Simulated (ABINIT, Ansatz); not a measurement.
# SnAs (Fm-3m): from the cell to the phonon bands, part 3 of 4

Aim: the phonon dispersion of SnAs (Fm-3m), checked by a second program.

ABINIT 10.8.3; DFT LDA, scalar-relativistic, plane waves, PseudoDojo norm-conserving pseudopotentials.

So far. Step 4 (Ground state): The cell stands at -10 GPa: the relaxation ran with a smoothed and higher cutoff, and the difference is a stress of the finite basis. A stress of this size shows a cutoff too low for these files. Step 5 (Linear response at Γ): The acoustic modes at Γ come out as far as 0.7 cm⁻¹ from zero, where they should vanish, a small numerical error. The relaxed cell has a = 5.674 Å (conventional setting).

The database entry behind the starting cell differs from later determinations by our own check (an axis about 0.7 % short against later determinations), so it need not match the best structure at ambient conditions.

**7. Dispersion**

anaddb transforms the dynamical matrices to force constants and back along the path; points of the mesh come back as solved, but for the sum rule and, in polar crystals, the LO-TO term at Γ; the rest is interpolation.

The input, anaddb.abi:

```
ddb_filepath "all_DDB"
output_file "anaddb.abo"
outdata_prefix "anaddb"
ifcflag 1
ngqpt 2 2 2
nqshft 1
q1shft 0.0 0.0 0.0
asr 1
chneut 0
dipdip 0
dipquad 0
quadquad 0
enunit 0
eivec 0
nph1l 62
qph1l 
    0.0 0.0 0.0 1.0
    0.05 0.0 0.05 1.0
    0.1 0.0 0.1 1.0
    0.15 0.0 0.15 1.0
    0.2 0.0 0.2 1.0
    0.25 0.0 0.25 1.0
    0.3 0.0 0.3 1.0
    0.35 0.0 0.35 1.0
    0.4 0.0 0.4 1.0
    0.45 0.0 0.45 1.0
    0.5 0.0 0.5 1.0
    0.5125 0.025 0.5125 1.0
    0.525 0.05 0.525 1.0
    0.5375 0.075 0.5375 1.0
    0.55 0.1 0.55 1.0
    0.5625 0.125 0.5625 1.0
    0.575 0.15 0.575 1.0
    0.5875 0.175 0.5875 1.0
    0.6 0.2 0.6 1.0
    0.6125 0.225 0.6125 1.0
    0.625 0.25 0.625 1.0
    0.375 0.375 0.75 1.0
    0.3375 0.3375 0.675 1.0
    0.3 0.3 0.6 1.0
    0.2625 0.2625 0.525 1.0
    0.225 0.225 0.45 1.0
    0.1875 0.1875 0.375 1.0
    0.15 0.15 0.3 1.0
    0.1125 0.1125 0.225 1.0
    0.075 0.075 0.15 1.0
    0.0375 0.0375 0.075 1.0
    0.0 0.0 0.0 1.0
    0.05 0.05 0.05 1.0
    0.1 0.1 0.1 1.0
    0.15 0.15 0.15 1.0
    0.2 0.2 0.2 1.0
    0.25 0.25 0.25 1.0
    0.3 0.3 0.3 1.0
    0.35 0.35 0.35 1.0
    0.4 0.4 0.4 1.0
    0.45 0.45 0.45 1.0
    0.5 0.5 0.5 1.0
    0.5 0.475 0.525 1.0
    0.5 0.45 0.55 1.0
    0.5 0.425 0.575 1.0
    0.5 0.4 0.6 1.0
    0.5 0.375 0.625 1.0
    0.5 0.35 0.65 1.0
    0.5 0.325 0.675 1.0
    0.5 0.3 0.7 1.0
    0.5 0.275 0.725 1.0
    0.5 0.25 0.75 1.0
    0.5 0.225 0.725 1.0
    0.5 0.2 0.7 1.0
    0.5 0.175 0.675 1.0
    0.5 0.15 0.65 1.0
    0.5 0.125 0.625 1.0
    0.5 0.1 0.6 1.0
    0.5 0.075 0.575 1.0
    0.5 0.05 0.55 1.0
    0.5 0.025 0.525 1.0
    0.5 0.0 0.5 1.0
```

The input, mrgddb.in:

```
all_DDB
merged
3
dfpt_gammao_DDB
dfpt_qo_DS1_DDB
dfpt_qo_DS2_DDB
```

On the command line:

```console
> mrgddb < mrgddb.in > mrgddb.log
> OMP_NUM_THREADS=1 anaddb anaddb.abi > anaddb.log
```

anaddb.abo, the main output file:

```text
[banners, grids, parts of the stress and lines that vanish by symmetry left out]
-outvars_anaddb: echo values of input variables ----------------------

 Flags :
[...]
Phonon wavevector (reduced coordinates) :  0.00000  0.00000  0.00000
 Phonon energies in Hartree :
[...]
Phonon frequencies in cm-1    :
-  0.000000E+00  0.000000E+00  0.000000E+00  9.443103E+01  9.443103E+01
-  9.443103E+01
[...]
Phonon wavevector (reduced coordinates) :  0.05000  0.00000  0.05000
 Phonon energies in Hartree :
[...]
Phonon frequencies in cm-1    :
-  1.813696E+01  1.813696E+01  2.812766E+01  9.557161E+01  9.635616E+01
-  9.635616E+01
[...]
Phonon wavevector (reduced coordinates) :  0.10000  0.00000  0.10000
 Phonon energies in Hartree :
[...]
Phonon frequencies in cm-1    :
-  3.471116E+01  3.471116E+01  5.452903E+01  9.861591E+01  1.013784E+02
-  1.013784E+02
[...]
Phonon wavevector (reduced coordinates) :  0.15000  0.00000  0.15000
 Phonon energies in Hartree :
[...]
Phonon frequencies in cm-1    :
-  4.833010E+01  4.833010E+01  7.690732E+01  1.032203E+02  1.077435E+02
-  1.077435E+02
[...]
Phonon wavevector (reduced coordinates) :  0.20000  0.00000  0.20000
 Phonon energies in Hartree :
[...]
Phonon frequencies in cm-1    :
-  5.791835E+01  5.791835E+01  9.040372E+01  1.117805E+02  1.136374E+02
-  1.136374E+02
  Phonon wavevector (reduced coordinates) :  0.25000  0.00000  0.25000
 Phonon energies in Hartree :
[...]
Phonon frequencies in cm-1    :
-  6.283981E+01  6.283981E+01  9.280573E+01  1.178132E+02  1.178132E+02
-  1.248329E+02
  Phonon wavevector (reduced coordinates) :  0.30000  0.00000  0.30000
 Phonon energies in Hartree :
[...]
Phonon frequencies in cm-1    :
-  6.301740E+01  6.301740E+01  8.915684E+01  1.197971E+02  1.197971E+02
-  1.367793E+02
  Phonon wavevector (reduced coordinates) :  0.35000  0.00000  0.35000
 Phonon energies in Hartree :
[...]
Phonon frequencies in cm-1    :
-  5.908186E+01  5.908186E+01  8.209748E+01  1.198406E+02  1.198406E+02
-  1.456792E+02
  Phonon wavevector (reduced coordinates) :  0.40000  0.00000  0.40000
 Phonon energies in Hartree :
[...]
Phonon frequencies in cm-1    :
-  5.258077E+01  5.258077E+01  7.360870E+01  1.187291E+02  1.187291E+02
-  1.515314E+02
  Phonon wavevector (reduced coordinates) :  0.45000  0.00000  0.45000
 Phonon energies in Hartree :
[...]
Phonon frequencies in cm-1    :
-  4.621150E+01  4.621150E+01  6.638568E+01  1.174785E+02  1.174785E+02
-  1.547667E+02
  Phonon wavevector (reduced coordinates) :  0.50000  0.00000  0.50000
 Phonon energies in Hartree :
[...]
Phonon frequencies in cm-1    :
-  4.346097E+01  4.346097E+01  6.347884E+01  1.169488E+02  1.169488E+02
-  1.557916E+02
  Phonon wavevector (reduced coordinates) :  0.51250  0.02500  0.51250
 Phonon energies in Hartree :
[...]
Phonon frequencies in cm-1    :
-  4.386430E+01  4.430149E+01  6.372361E+01  1.170447E+02  1.171423E+02
-  1.557865E+02
  Phonon wavevector (reduced coordinates) :  0.52500  0.05000  0.52500
 Phonon energies in Hartree :
[...]
Phonon frequencies in cm-1    :
-  4.504354E+01  4.671469E+01  6.444537E+01  1.173288E+02  1.177148E+02
-  1.557700E+02
  Phonon wavevector (reduced coordinates) :  0.53750  0.07500  0.53750
 Phonon energies in Hartree :
[...]
Phonon frequencies in cm-1    :
-  4.691432E+01  5.042656E+01  6.560805E+01  1.177895E+02  1.186423E+02
-  1.557384E+02
[...]
Phonon wavevector (reduced coordinates) :  0.50000  0.47500  0.52500
 Phonon energies in Hartree :
[...]
Phonon frequencies in cm-1    :
-  1.062615E+02  1.063212E+02  1.315533E+02  1.317175E+02  1.445880E+02
-  1.508966E+02
  Phonon wavevector (reduced coordinates) :  0.50000  0.45000  0.55000
 Phonon energies in Hartree :
[...]
Phonon frequencies in cm-1    :
-  1.037238E+02  1.039921E+02  1.304896E+02  1.311723E+02  1.444906E+02
-  1.498069E+02
  Phonon wavevector (reduced coordinates) :  0.50000  0.42500  0.57500
 Phonon energies in Hartree :
[...]
Phonon frequencies in cm-1    :
-  9.986593E+01  1.005326E+02  1.281517E+02  1.298655E+02  1.445552E+02
-  1.485185E+02
  Phonon wavevector (reduced coordinates) :  0.50000  0.40000  0.60000
 Phonon energies in Hartree :
[...]
Phonon frequencies in cm-1    :
-  9.512573E+01  9.635815E+01  1.241418E+02  1.276810E+02  1.448545E+02
-  1.475052E+02
  Phonon wavevector (reduced coordinates) :  0.50000  0.37500  0.62500
 Phonon energies in Hartree :
[...]
Phonon frequencies in cm-1    :
-  9.001884E+01  9.186526E+01  1.185223E+02  1.248210E+02  1.452994E+02
-  1.469297E+02
  Phonon wavevector (reduced coordinates) :  0.50000  0.35000  0.65000
 Phonon energies in Hartree :
[...]
Phonon frequencies in cm-1    :
-  8.514052E+01  8.743506E+01  1.117770E+02  1.216588E+02  1.457634E+02
-  1.466891E+02
[...]
Phonon wavevector (reduced coordinates) :  0.50000  0.02500  0.52500
 Phonon energies in Hartree :
[...]
Phonon frequencies in cm-1    :
-  4.445576E+01  4.492640E+01  6.396392E+01  1.169796E+02  1.174933E+02
-  1.557805E+02
  Phonon wavevector (reduced coordinates) :  0.50000  0.00000  0.50000
 Phonon energies in Hartree :
[...]
Phonon frequencies in cm-1    :
-  4.346097E+01  4.346097E+01  6.347884E+01  1.169488E+02  1.169488E+02
-  1.557916E+02
-
```

It took 0.52 s on 1 thread of Arm Neoverse V1, shared host.

This step gave:

- lowest frequency on the path: 0 cm⁻¹

Anaddb. The phonon branches at the labelled points (cm⁻¹):

| point | branch 1 | branch 2 | branch 3 | branch 4 | branch 5 | branch 6 |
| --- | --- | --- | --- | --- | --- | --- |
| Γ | 0 | 0 | 0 | 94 | 94 | 94 |
| halfway | 63 | 63 | 93 | 118 | 118 | 125 |
| X | 44 | 44 | 64 | 117 | 117 | 156 |
| halfway | 52 | 60 | 69 | 119 | 121 | 156 |
| U | 69 | 80 | 89 | 124 | 131 | 154 |
| jump to K | 69 | 80 | 89 | 124 | 131 | 154 |
| halfway | 79 | 85 | 115 | 116 | 125 | 130 |
| Γ | 0 | 0 | 0 | 94 | 94 | 94 |
| halfway | 77 | 77 | 102 | 114 | 114 | 127 |
| L | 107 | 107 | 132 | 132 | 145 | 151 |
| halfway | 90 | 92 | 118 | 125 | 145 | 147 |
| W | 78 | 78 | 90 | 114 | 147 | 147 |
| halfway | 61 | 68 | 72 | 117 | 128 | 155 |
| X | 44 | 44 | 64 | 117 | 117 | 156 |

The phonon branches as a text plot (rows in cm⁻¹):

```
    153 |         **********                    ****        *****
    146 |        *          ***                * ***********
    140 |       *           *  *              ***           *
    133 |                 ** **              *  *****        *
    127 |      *        *********           * **    ***       *
    120 |      ***********   *** *         * *        ***     ***
    114 |    **             *   * **        **         * *****
    107 |   *              *     *        **    ****    *
    101 |  **                    ****    ** *  *   **
     94 |**    *                     ****     *      **  *
     88 |    ** *         *******            *        **  **
     81 |        *       ***    * **       *            ** **
     75 |   *     **    *        *          *            *****
     68 |           *  * **      *        *                 ****
     62 |      ***   ****         **       *                  * *
     55 |  * **   **   *          ***                         *
     49 |   *       * *                   *                    *
     42 |            **             *    *                      *
     36 |  *                        *    *
     29 | *                          *
     23 |                            *  *
     16 | *                          *  *
     10 |
      3 |*                            **
         Γ           X  U|K            Γ         L        W     X
```

All branches are real along the path.

**8. Sums over the zone**

Sums over the zone need many more wavevectors than were solved, so the interpolation is sampled on a dense mesh.

The input, anaddb.abi:

```
ddb_filepath "all_DDB"
output_file "anaddb.abo"
outdata_prefix "anaddb"
ifcflag 1
ngqpt 2 2 2
nqshft 1
q1shft 0.0 0.0 0.0
asr 1
chneut 0
dipdip 0
dipquad 0
quadquad 0
prtdos 2
ng2qpt 14 14 14
dosdeltae 4.5563e-06
ntemper 11
temperinc 100.0
tempermin 0.0
```

On the command line:

```console
> OMP_NUM_THREADS=1 anaddb anaddb.abi > anaddb.log
```

anaddb.abo, the main output file:

```text
-outvars_anaddb: echo values of input variables ----------------------

 Flags :
     ifcflag         1
 Miscellaneous information :
         asr         1
      chneut         0
 Interatomic Force Constants Inputs :
      dipdip         0
     dipquad         0
    quadquad         0
      ifcana         0
      ifcout         0
 Description of grid 1 :
        brav         1
       ngqpt         2         2         2
      nqshft         1
      q1shft
                     0.00000000E+00  0.00000000E+00  0.00000000E+00
 Phonon DOS information :
   dosdeltae  4.55630000E-06
    dossmear  4.55633525E-06
 Description of grid 2 (Fourier interp. or BZ sampling):
      ng2qpt        14        14        14
      ngrids         4
      q2shft         0.00000000E+00  0.00000000E+00  0.00000000E+00

================================================================================

 read the DDB information and perform some checks

  ==== Info on the Cryst% object ====
 Real(R)+Recip(G) space primitive vectors, cartesian coordinates (Bohr,Bohr^-1):
 R(1)=  0.0000000  5.3614309  5.3614309  G(1)= -0.0932587  0.0932587  0.0932587
 R(2)=  5.3614309  0.0000000  5.3614309  G(2)=  0.0932587 -0.0932587  0.0932587
 R(3)=  5.3614309  5.3614309  0.0000000  G(3)=  0.0932587  0.0932587 -0.0932587
 Unit cell volume ucvol=  3.0822803E+02 bohr^3
 Angles (23,13,12)=  6.00000000E+01  6.00000000E+01  6.00000000E+01 degrees
 Time-reversal symmetry is present
 Reduced atomic positions [iatom, xred, symbol]:
    1)    0.0000000  0.0000000  0.0000000  Sn
    2)    0.5000000  0.5000000  0.5000000  As

 DDB file with 3 blocks has been read.

================================================================================

 Calculation of the interatomic forces

       Homogeneous q point set in the B.Z.
 Grid q points  :        8
  1)   0.00000000E+00  0.00000000E+00  0.00000000E+00
  2)   5.00000000E-01  0.00000000E+00  0.00000000E+00
  3)   0.00000000E+00  5.00000000E-01  0.00000000E+00
  4)   5.00000000E-01  5.00000000E-01  0.00000000E+00
  5)   0.00000000E+00  0.00000000E+00  5.00000000E-01
  6)   5.00000000E-01  0.00000000E+00  5.00000000E-01
  7)   0.00000000E+00  5.00000000E-01  5.00000000E-01
  8)   5.00000000E-01  5.00000000E-01  5.00000000E-01

 The interatomic forces have been obtained

================================================================================

 Calculation of phonon density of states

 Average speed of sound partial sums:     0.1584575819E-02 (at units)
-                                   =           3.4666 [km/s]

 Debye frequency from partial sums:     0.9143363210E-03 (Ha)
-                                 =     0.6016043989E+01 (THz)
-Debye temperature from partial sums:     0.2887245744E+03 (K)

 Average speed of sound:     0.1922858896E-02 (at units)
-                      =           4.2066 [km/s]

 Debye frequency from DOS:     0.1109533358E-02 (Ha)
-                        =     0.7300378794E+01 (THz)
-Debye temperature from DOS:     0.3503629236E+03 (K)

-
```

The job ended after 0.6 s (1 thread).

This step gave:

| Quantity | Value |
| --- | --- |
| share of modes beyond 3i cm⁻¹ on the dense interpolated mesh | 0 |
| zero-point energy per atom | 20.36 meV |
| heat capacity at 300 K | 24.35 J/(mol atoms K) |
| vibrational entropy at 300 K | 42.19 J/(mol atoms K) |

The phonon density of states has structure finer than the step of the table below, so its rows give means over 5 cm⁻¹, whole bins alone (the curve runs from -30 to 186 cm⁻¹). Peaks (cm⁻¹: height): 87.0: 0.0808, 124.0: 0.138, 143.0: 0.0976, 148.0: 0.0918.

Tetrahedra. Phonon density of states against wavenumber; means over each step:

| wavenumber (cm⁻¹) | phonon density of states (1/cm⁻¹/cell) |
| --- | --- |
| 5 | 1.1e-5 |
| 10 | 4.2e-5 |
| 15 | 9.4e-5 |
| 20 | 1.7e-4 |
| 25 | 7.3e-4 |
| 30 | 8.6e-4 |
| 35 | 0.00134 |
| 40 | 0.00197 |
| 45 | 0.00302 |
| 50 | 0.00673 |
| 55 | 0.0114 |
| 60 | 0.0179 |
| 65 | 0.0295 |
| 70 | 0.0405 |
| 75 | 0.0547 |
| 80 | 0.0728 |
| 85 | 0.0784 |
| 90 | 0.0728 |
| 95 | 0.0538 |
| 100 | 0.0466 |
| 105 | 0.0383 |
| 110 | 0.0378 |
| 115 | 0.0527 |
| 120 | 0.114 |
| 125 | 0.121 |
| 130 | 0.0680 |
| 135 | 0.0504 |
| 140 | 0.0752 |
| 145 | 0.0650 |
| 150 | 0.0639 |
| 155 | 0.0200 |
| 160 | 0 |

Harmonic thermodynamic functions per atom, summed over the density of states scaled to three modes an atom; melting is ignored. Thermodynamic functions:

| T (K) | F_vib (meV/atom) | S (J/mol-atom/K) | C_V (J/mol-atom/K) |
| --- | --- | --- | --- |
| 0 | 20.36 | 0 | 0 |
| 50 | 19.56 | 5.6 | 11.87 |
| 100 | 13.6 | 17.02 | 20.23 |
| 200 | -12.75 | 32.45 | 23.63 |
| 300 | -51.74 | 42.19 | 24.35 |
| 400 | -99.29 | 49.23 | 24.61 |
| 500 | -153.3 | 54.74 | 24.73 |
| 600 | -212.4 | 59.25 | 24.79 |
| 700 | -275.9 | 63.08 | 24.83 |
| 800 | -343 | 66.4 | 24.86 |
| 900 | -413.4 | 69.33 | 24.88 |
| 1000 | -486.6 | 71.95 | 24.89 |

At 300 K the heat capacity has reached 98 % of the Dulong-Petit value.

(Continued in part 4 of 4.)

[Host names and launcher messages were left out of these logs when they were recorded.]

[Logs are printed without paths, hosts, clocks, repeated set-up lines and the standing remarks that a program may print on its own settings, such as how far it seeks lower states.]

[Hosts, paths, dates, database ids (printed as entryN), source tags and the programs' standing remarks are cut or masked in the printed files.]
